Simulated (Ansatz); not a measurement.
# How well the gap of NaI (Fm-3m) can be computed, part 3 of 3

Aim: a best estimate of the quasiparticle gap of NaI (Fm-3m), with each correction and its cost laid out.

Ansatz 0.2.0; density functionals, hybrids, G0W0, plane waves, PAW. Known limits of the many-body steps: not at the basis limit; no spin-orbit coupling.

So far. Step 12 (G0W0, 4×4×4 mesh, 435 empty bands, screening to 200 eV): Against the run with 4×4×4 mesh, 202 empty bands, screening to 120 eV, the gap moves by +0.06 eV. Step 13 (G0W0@HSE06, 4×4×4 mesh, 202 empty bands, screening to …): Against the run with 4×4×4 mesh, 202 empty bands, screening to 120 eV on PBE, the gap moves by +0.52 eV, while the start moved by +1.03 eV.

In doubt: masses and optical values from hybrid runs of this build are listed as unsure (steps 13, 16), which bears on the screening that GW takes from such a start.

### Step 14. G0W0@PBE, 4×4×4 mesh, 202 empty bands, screening to 120 eV, plasmon pole

A plasmon pole stands in for the full frequency dependence of the screening; this run shows what that costs in accuracy.

This step: G0W0 on PBE, plane waves, PAW.

File input.yaml:

```yaml
crystal:
  lattice:
    - [0.0, 3.2364, 3.2364]
    - [3.2364, 0.0, 3.2364]
    - [3.2364, 3.2364, 0.0]
  atoms:
    - { symbol: Na, position: [0.0, 0.0, 0.0] }
    - { symbol: I, position: [0.5, 0.5, 0.5] }
kpoints:
  mp_grid: { grid: [4, 4, 4] }
hamiltonian:
  xc: pbe
scf:
  occupations: { method: fixed }
gw:
  n_empty_bands: 202
  ecut_chi: 120
  qp_bands: [v2, c2]
  qp_kpoints: band_edges
  screening: { model: godby_needs }
```

Launch:

```
ansatz run input.yaml --threads 3 --pin off --max-ram 92160MiB --backend cuda --events-out ev --progress --plain --runs-dir out --devices 1 --max-vram 13GiB
```

Numbers of over 12 decimals in the logs are rounded to 6 here.

What it wrote:

```text
GPUs: using 1 of 1 available (devices: 1).
[...]
GPU FFT provider: cuFFT
GPU libraries: cuBLAS 13.8.2, cuFFT 12.4.0, cuSOLVER 12.3.4
Crystal: 2 atoms, lattice volume = 67.798 Å³
Basis set: ecut = 420 eV, 1363 PW (Γ)
Bands: 17, of which v1, the nominal top of the filled ones, is band 13 counted from 1 (12 counted from 0)
Symmetry: 48 space group operations
[...]
k-points: 8 of 64
[...]
1    15     10.5540    -4.8221    -3.6061    -9.0453  0.8294    11.1742    11.1710  root
[...]
6    12      2.2948   -16.8329     1.7705   -13.4981  0.8077     0.7108     0.7305  root
     6    13      2.2948   -16.8329     1.7705   -13.4981  0.8077     0.7108     0.7305  root
     6    14      7.5352    -4.5127    -3.2455    -8.3657  0.8413     8.1455     8.1427  root
     6    15      8.6040    -3.3381    -3.1693    -6.9037  0.8404     9.0014     9.0003  root
[key lines of the parts left out:]
SCF converged after 8 iterations
Free energy (F): -9001.877046 eV
Fermi energy:    3.038382 eV
```

The job ended after 9.9 s (1 × NVIDIA H100 80GB HBM3 (shared by 6 runs) with 3 threads of AMD EPYC 7R13 (Zen 3), shared host; peak memory 1.2 GiB).

This step gave:

- bands summed: 215
- plasmon-pole fit frequency: 23.00 eV
- RPA ε∞ on this mesh (eigenvalues): 3.208, 3.208, 3.208
- plane waves in the screening matrix: 181
- G0W0 gap on the mesh: 5.627 eV
- k of the valence top: 0, 0, 0
- k of the conduction bottom: 0, 0, 0
- starting gap on the mesh: 3.642 eV
- least direct G0W0 gap on the computed points: 5.627 eV

Against the run with 4×4×4 mesh, 202 empty bands, screening to 120 eV, the gap moves by +0.03 eV.

### Step 15. G0W0@PBE, 4×4×4 mesh, 202 empty bands, screening to 120 eV, hard PAW files

Other atomic data (hard PAW) test the pseudisation: the cutoff goes from 420 to 700 eV, with the same valence electrons.

input.yaml: that of step 14 with these lines changed.

```diff
@@ -12,2 +12,3 @@
   xc: pbe
+  pseudopotentials: { kind: paw, source: ansatz }
 scf:
@@ -19,2 +20,2 @@
   qp_kpoints: band_edges
-  screening: { model: godby_needs }
+  screening: { model: contour_deformation }
```

What it wrote:

```text
GPUs: using 1 of 1 available (devices: 1).
[...]
GPU FFT provider: cuFFT
GPU libraries: cuBLAS 13.8.2, cuFFT 12.4.0, cuSOLVER 12.3.4
Crystal: 2 atoms, lattice volume = 67.798 Å³
Basis set: ecut = 700 eV, 2741 PW (Γ)
Bands: 17, of which v1, the nominal top of the filled ones, is band 13 counted from 1 (12 counted from 0)
Symmetry: 48 space group operations
[...]
k-points: 8 of 64
[...]
1    15     10.4725    -4.8262    -3.6507    -9.0468  0.8093    11.0475    11.0424  root
[...]
6    12      2.2134   -16.8282     1.8048   -13.4929  0.7855     0.6431     0.6829  root
     6    13      2.2134   -16.8282     1.8048   -13.4929  0.7855     0.6431     0.6829  root
     6    14      7.4546    -4.5076    -3.2529    -8.3586  0.8296     8.0567     8.0527  root
     6    15      8.5216    -3.3349    -3.1722    -6.8994  0.8286     8.9157     8.9139  root
[key lines of the parts left out:]
SCF converged after 7 iterations
Free energy (F): -9004.532440 eV
Fermi energy:    2.957222 eV
```

Wall time 9.5 s (1 × NVIDIA H100 80GB HBM3 (shared by 6 runs) with 3 threads); peak memory 1.2 GiB.

Numbers from this step:

* bands summed: 215
* RPA ε∞ on this mesh (eigenvalues): 3.212, 3.212, 3.212
* plane waves in the screening matrix: 181
* G0W0 gap on the mesh: 5.593 eV
* k of the valence top: 0, 0, 0
* k of the conduction bottom: 0, 0, 0
* starting gap on the mesh: 3.642 eV
* least direct G0W0 gap on the computed points: 5.593 eV

Against the run with 4×4×4 mesh, 202 empty bands, screening to 120 eV, the gap moves by −0.003 eV.

### Step 16. G0W0@PBE0, 4×4×4 mesh, 202 empty bands, screening to 120 eV

This step: G0W0 on PBE0, plane waves, PAW.

input.yaml: that of step 15 with these lines changed.

```diff
@@ -11,4 +11,3 @@
 hamiltonian:
-  xc: pbe
-  pseudopotentials: { kind: paw, source: ansatz }
+  xc: pbe0
 scf:
```

What it wrote:

```text
GPUs: using 1 of 1 available (devices: 1).
[...]
GPU FFT provider: cuFFT
GPU libraries: cuBLAS 13.8.2, cuFFT 12.4.0, cuSOLVER 12.3.4
Crystal: 2 atoms, lattice volume = 67.798 Å³
Basis set: ecut = 420 eV, 1363 PW (Γ)
Bands: 17, of which v1, the nominal top of the filled ones, is band 13 counted from 1 (12 counted from 0)
Symmetry: 48 space group operations
[...]
k-points: 8 of 64
[...]
1    14      8.6158    -5.1094    -3.0792    -8.3977  0.8585     8.8252     8.8249  root
     1    15     11.2771    -4.6384    -3.2858    -8.1392  0.8459    11.4926    11.4921  root
[...]
6    12      1.1427   -16.8442     1.3824   -14.6416  0.8261     0.3161     0.3225  root
     6    13      1.1427   -16.8442     1.3824   -14.6416  0.8261     0.3161     0.3225  root
     6    14      8.2036    -4.3549    -2.9519    -7.5869  0.8612     8.4842     8.4837  root
     6    15      9.1538    -3.2460    -2.8876    -6.2663  0.8603     9.2865     9.2864  root
[key lines of the parts left out:]
Free energy (F): -9006.141742 eV
Fermi energy:    1.963834 eV
```

The job ended after 32 s (1 × NVIDIA H100 80GB HBM3 (shared by 6 runs) with 3 threads; peak memory 1.2 GiB; 27 s of CPU time).

This step gave:

```
bands summed                                 : 215
RPA ε∞ on this mesh (eigenvalues)            : 2.661, 2.661, 2.661
plane waves in the screening matrix          : 181
G0W0 gap on the mesh                         : 6.327 eV
k of the valence top                         : 0, 0, 0
k of the conduction bottom                   : 0, 0, 0
starting gap on the mesh                     : 5.352 eV
least direct G0W0 gap on the computed points : 6.327 eV
```

Against the run with 4×4×4 mesh, 202 empty bands, screening to 120 eV on HSE06, the gap moves by +0.21 eV, while the start moved by +0.68 eV.

### Step 17. The ladder

Times are wall times on 1 × NVIDIA H100 80GB HBM3 (shared by 6 runs) with 3 threads of AMD EPYC 7R13 (Zen 3), shared host, good to a factor of about two. G0W0 rows are gaps on the mesh, lowered by the amount that the mesh misses the start's edges, a rough step that assumes the same correction there.

| level | gap (eV) | least direct gap (eV) | time |
| --- | --- | --- | --- |
| PBE | 3.64 | 3.64 | 8.3 s |
| LDA | 3.33 | 3.33 | 7.5 s |
| PBE+SOC | 3.31 | 3.31 | 8.5 s |
| r2SCAN | 4.43 | 4.43 | 5.5 s |
| HSE06 | 4.68 | 4.68 | 15 s |
| PBE0 | 5.35 | 5.35 | 9.9 s |
| DDH-PBE0 | 5.68 | 5.68 | 33 s |
| G0W0@PBE (71 empty bands) | 5.40 | - | 5.3 s |
| G0W0@PBE (202 empty bands) | 5.60 | - | 7.7 s |
| G0W0@PBE (435 empty bands) | 5.66 | - | 15 s |
| G0W0@HSE06 (202 empty bands) | 6.11 | - | 25 s |
| G0W0@PBE (202 empty bands, plasmon pole) | 5.63 | - | 9.9 s |
| G0W0@PBE (202 empty bands, hard PAW) | 5.59 | - | 9.5 s |
| G0W0@PBE0 (202 empty bands) | 6.33 | - | 32 s |

### Step 18. Adding up the best estimate

| term | eV | running total (eV) |
| --- | --- | --- |
| G0W0 on the mesh, top rung | 5.658 | 5.658 |
| to the limit, by a line in one over the bands through the two top rungs | +0.057 | 5.715 |
| spin-orbit change, from PBE | −0.337 | 5.378 |

Changes that are not added in, each against a run with equal bands and cutoff:

| change | eV |
| --- | --- |
| start HSE06 | +0.52 |
| plasmon pole in place of full frequency | +0.03 |
| hard PAW files | −0.003 |
| start PBE0 | +0.73 |

### Step 19. Results

* PBE gap: 3.64 eV, direct
* HSE06: 4.68 eV
* PBE0: 5.35 eV
* DDH-PBE0: 5.68 eV
* G0W0, top rung on the mesh: 5.66 eV
* best estimate, G0W0@PBE with spin-orbit change: 5.38 eV
* GW settings of the top rung: 4×4×4 mesh, 435 empty bands, screening to 200 eV
* known limits: one-shot GW, static lattice; one k mesh, untested

What this shows: The best estimate for G0W0@PBE is 5.38 eV, direct on the mesh, against 3.31 eV at the start (both with spin-orbit coupling). The pair of rungs below gives a limit +0.01 eV away. Of the changes left open the largest, +0.73 eV, comes from starting at PBE0. Among the functionals DDH-PBE0 comes nearest: −0.04 eV from the estimate without its spin-orbit term (5.72 eV). The RPA ε∞ on the GW mesh averages 3.2 against 3.4 from perturbation theory, which takes a denser mesh of its own and holds the xc response as well. All runs took 3.5 min, 50 % of it in G0W0.

[Paths, hosts, dates, memory and timing lines, banners, echoed tables and standing remarks are left out of the program output.]

[Logs are printed without paths, hosts, clocks, repeated set-up lines and the standing remarks that a program may print on its own settings, such as how far it seeks lower states.]

[Runs of the session that timed out or met a known fault of the program may be left out.]

[Cells called generated may have been cut or substituted from an entry of the Crystallography Open Database or the Materials Project.]

[Hosts, paths, dates, database ids (printed as entryN), source tags and the programs' standing remarks are cut or masked in the printed files.]
